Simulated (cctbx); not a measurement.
**Li2TiTe4Mo: as given, inverted or twinned?**

Space group Pna2_1 (no. 33), a = 13.7710 Å, b = 8.1950 Å, c = 6.5390 Å, α = 90.00°, β = 90.00°, γ = 90.00°.

```csv
atom,mult.,x,y,z,Ueq (Å²)
Te1,4,0.8374,0.5091,0.2610,0.0101
Te2,4,0.8321,0.0100,0.2691,0.0120
Te3,4,0.9131,0.7620,0.7632,0.0106
Te4,4,0.0818,0.7499,0.2588,0.0222
Mo1,4,0.9165,0.7559,0.1373,0.0140
Ti1,4,0.6669,0.5088,0.1372,0.0222
Li1,4,0.0795,0.7448,0.6406,0.0264
Li2,4,0.8324,0.5014,0.6378,0.0175
```

This is a model crystal, built by substitution and not relaxed, with assumed displacement parameters.

Data sets are simulated with cctbx and refined with Bijvoet mates kept apart; Flack x is then fitted as the share of an inverted twin with the atoms fixed, Hooft y from the Bijvoet differences. The group is acentric but holds improper operations, so there is an absolute structure (orientation) and no hand.

Untwinned crystal. What Flack and Hooft values should come out?

```csv
λ (Å),extinction (unmodelled),d min (Å),top counts,error (%),model,R1,Flack x,s.u.,Hooft y,s.u.,pairs
0.71073,0,0.77,20000,1.5,as given,0.0253,-0.07,0.11,0.073,0.052,772
0.71073,0,0.77,20000,1.5,inverted,0.0278,1.06,0.11,0.928,0.052,772
1.54184,0,0.83,70000,4,as given,0.0150,0.006,0.017,0.006,0.016,607
```

With Mo Kα, the s.u. is too large to fix the absolute structure. With Cu Kα, x is within 3 s.u. of 0, so the absolute structure is right. Inverting the model turns x into about 1 − x.

[Logs are printed without paths, hosts, clocks, repeated set-up lines and the standing remarks that a program may print on its own settings, such as how far it seeks lower states.]
